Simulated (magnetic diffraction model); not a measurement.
# Solving a magnetic structure from powder neutron data: TmSClO₄

Space group P2_1/c (no. 14), a = 9.5340 Å, b = 6.6130 Å, c = 6.6540 Å, β = 104.89°.

```
site  atom       x       y       z
  4e    Tm  0.7614  0.5891  0.3190
  4e    Cl  0.0314  0.1403  0.8181
  4e     S  0.6381  0.0536  0.2887
  4e     O  0.7127  0.2412  0.7935
  4e     O  0.5123  0.9102  0.7043
  4e     O  0.2780  0.0700  0.5290
  4e     O  0.3395  0.4442  0.3894
```

This is a made-up structure (elements placed in a structure type, unrelaxed), so the numbers test the method and describe no known phase.

Only Tm is taken to order (form factors of Tm3+); orders and moment sizes are assumed, and not adapted to the symmetry. Radiation: neutrons of λ = 4.2 Å, 3° to 100°; isotropic B of 0.47 Å² (Tm), 0.82 Å² (Cl), 0.77 Å² (S) and 0.8 Å² (O). The intensities are simulated: I ∝ L Σ (|F_N|² + |F_M⊥|²) for unpolarised neutrons, with F_M = 2.695 fm/μB × Σ f(s) S exp(2πi Q·r) exp(−B s²) at Q = H ± k (one set where k and −k are equivalent), only the part normal to Q counting and L = 1/(sin²θ cos θ). For collinear order S is the moment m, which repeats by lattice and centring translations R with the sign exp(−2πi k·R). Form factors are spin-only for 3d ions and dipole or tabulated for f ions, scattering lengths are Sears's of 1992, and absorption is left out. A label names one of the reflections at its angle. The strongest nuclear line in the range is 100, and lines under 0.2 are left out.

Above the ordering temperature:

```tsv
2θ (°)	index	I
26.35	(1 0 0)	18.9
46.02	(1 1 0)	13.7
54.20	(0 1 1)	4.6
54.24	(2 0 0)	18.4
56.11	(1 1 -1)	4.8
66.13	(1 1 1)	11.6
67.50	(2 1 0)	10.4
71.19	(2 1 -1)	19.2
78.70	(1 0 -2)	6.1
78.86	(0 2 0)	20.5
81.56	(0 0 2)	79.4
84.87	(1 2 0)	27.8
86.28	(3 0 0)	65.3
87.86	(2 0 -2)	11.1
89.06	(2 1 1)	2.8
90.33	(1 1 -2)	19.2
92.72	(1 2 -1)	100.0
93.14	(0 1 2)	39.5
96.32	(1 0 2)	6.8
96.92	(3 1 -1)	10.1
97.86	(3 1 0)	4.8
99.46	(2 1 -2)	0.4
```

Below it (cell unchanged):

| 2θ (°) | I |
| --- | --- |
| 22.54 | 75.2 |
| 26.35 | 18.9 |
| 41.53 | 99.6 |
| 44.29 | 6.9 |
| 46.02 | 13.7 |
| 47.77 | 78.7 |
| 51.88 | 31.4 |
| 54.20 | 4.6 |
| 54.24 | 18.4 |
| 56.11 | 4.8 |
| 58.65 | 72.8 |
| 66.13 | 11.6 |
| 67.18 | 30.2 |
| 67.50 | 10.4 |
| 71.19 | 19.2 |
| 71.79 | 37.5 |
| 72.53 | 1.7 |
| 73.85 | 6.5 |
| 78.70 | 6.1 |
| 78.86 | 20.5 |
| 81.55 | 10.4 |
| 81.56 | 79.4 |
| 84.71 | 7.8 |
| 84.87 | 27.8 |
| 86.28 | 65.3 |
| 87.86 | 11.1 |
| 89.06 | 2.8 |
| 90.33 | 19.2 |
| 90.35 | 9.2 |
| 92.72 | 100.0 |
| 93.14 | 39.5 |
| 95.92 | 17.1 |
| 95.99 | 13.1 |
| 96.32 | 6.8 |
| 96.92 | 10.1 |
| 97.86 | 4.8 |
(The table stops after 36 lines; 2 more lie at higher angle.)

**Question.** Find the propagation vector, then choose among these models:
A. collinear moments along [100], 5.1 μB on Tm; signs + at (0.7614, 0.5891, 0.3190), + at (0.2386, 0.0891, 0.1810), − at (0.2386, 0.4109, 0.6810), + at (0.7614, 0.9109, 0.8190)
B. collinear moments along [100], 5.1 μB on Tm; signs + at (0.7614, 0.5891, 0.3190), − at (0.2386, 0.0891, 0.1810), + at (0.2386, 0.4109, 0.6810), − at (0.7614, 0.9109, 0.8190)
C. collinear moments along [001], 5.1 μB on Tm; signs + at (0.7614, 0.5891, 0.3190), + at (0.2386, 0.0891, 0.1810), − at (0.2386, 0.4109, 0.6810), + at (0.7614, 0.9109, 0.8190)
D. collinear moments along [001], 5.1 μB on Tm; signs + at (0.7614, 0.5891, 0.3190), − at (0.2386, 0.0891, 0.1810), + at (0.2386, 0.4109, 0.6810), − at (0.7614, 0.9109, 0.8190)

The new lines index as (1/2 1/2 0) at 22.54°, (1/2 1/2 -1) at 41.53°, (3/2 1/2 0) at 44.29° and (1/2 1/2 1) at 47.77°, that is as H ± k with k = (1/2 1/2 0). Half indices mean that the moments reverse under translations with k·R a half-integer, and the magnetic cell has twice the primitive volume.

Magnetic intensity, observed (below minus above) and for each model:

| 2θ (°) | index | observed | A | B | C | D |
| --- | --- | --- | --- | --- | --- | --- |
| 22.54 | (1/2 1/2 0) | 75.2 | 170.1 | 75.2 | 249.2 | 110.2 |
| 41.53 | (1/2 1/2 -1) | 99.6 | 104.4 | 99.6 | 24.0 | 22.9 |
| 44.29 | (3/2 1/2 0) | 6.9 | 12.1 | 6.9 | 52.3 | 29.9 |
| 47.77 | (1/2 1/2 1) | 78.7 | 16.3 | 78.7 | 6.9 | 33.4 |
| 58.65 | (1/2 -3/2 0) | 72.8 | 36.2 | 72.8 | 38.2 | 76.7 |
| 71.79 | (3/2 3/2 0) | 37.5 | 19.3 | 37.5 | 28.2 | 55.0 |
| 72.53 | (5/2 1/2 0) | 1.7 | 4.7 | 1.7 | 35.2 | 12.7 |
| 90.35 | (1/2 1/2 2) | 9.2 | 36.0 | 9.2 | 7.7 | 2.0 |

Model B matches.

The structure used: k = (1/2 1/2 0), collinear moments along [100], 5.1 μB on Tm; signs + at (0.7614, 0.5891, 0.3190), − at (0.2386, 0.0891, 0.1810), + at (0.2386, 0.4109, 0.6810), − at (0.7614, 0.9109, 0.8190).

[Logs are printed without paths, hosts, clocks, repeated set-up lines and the standing remarks that a program may print on its own settings, such as how far it seeks lower states.]
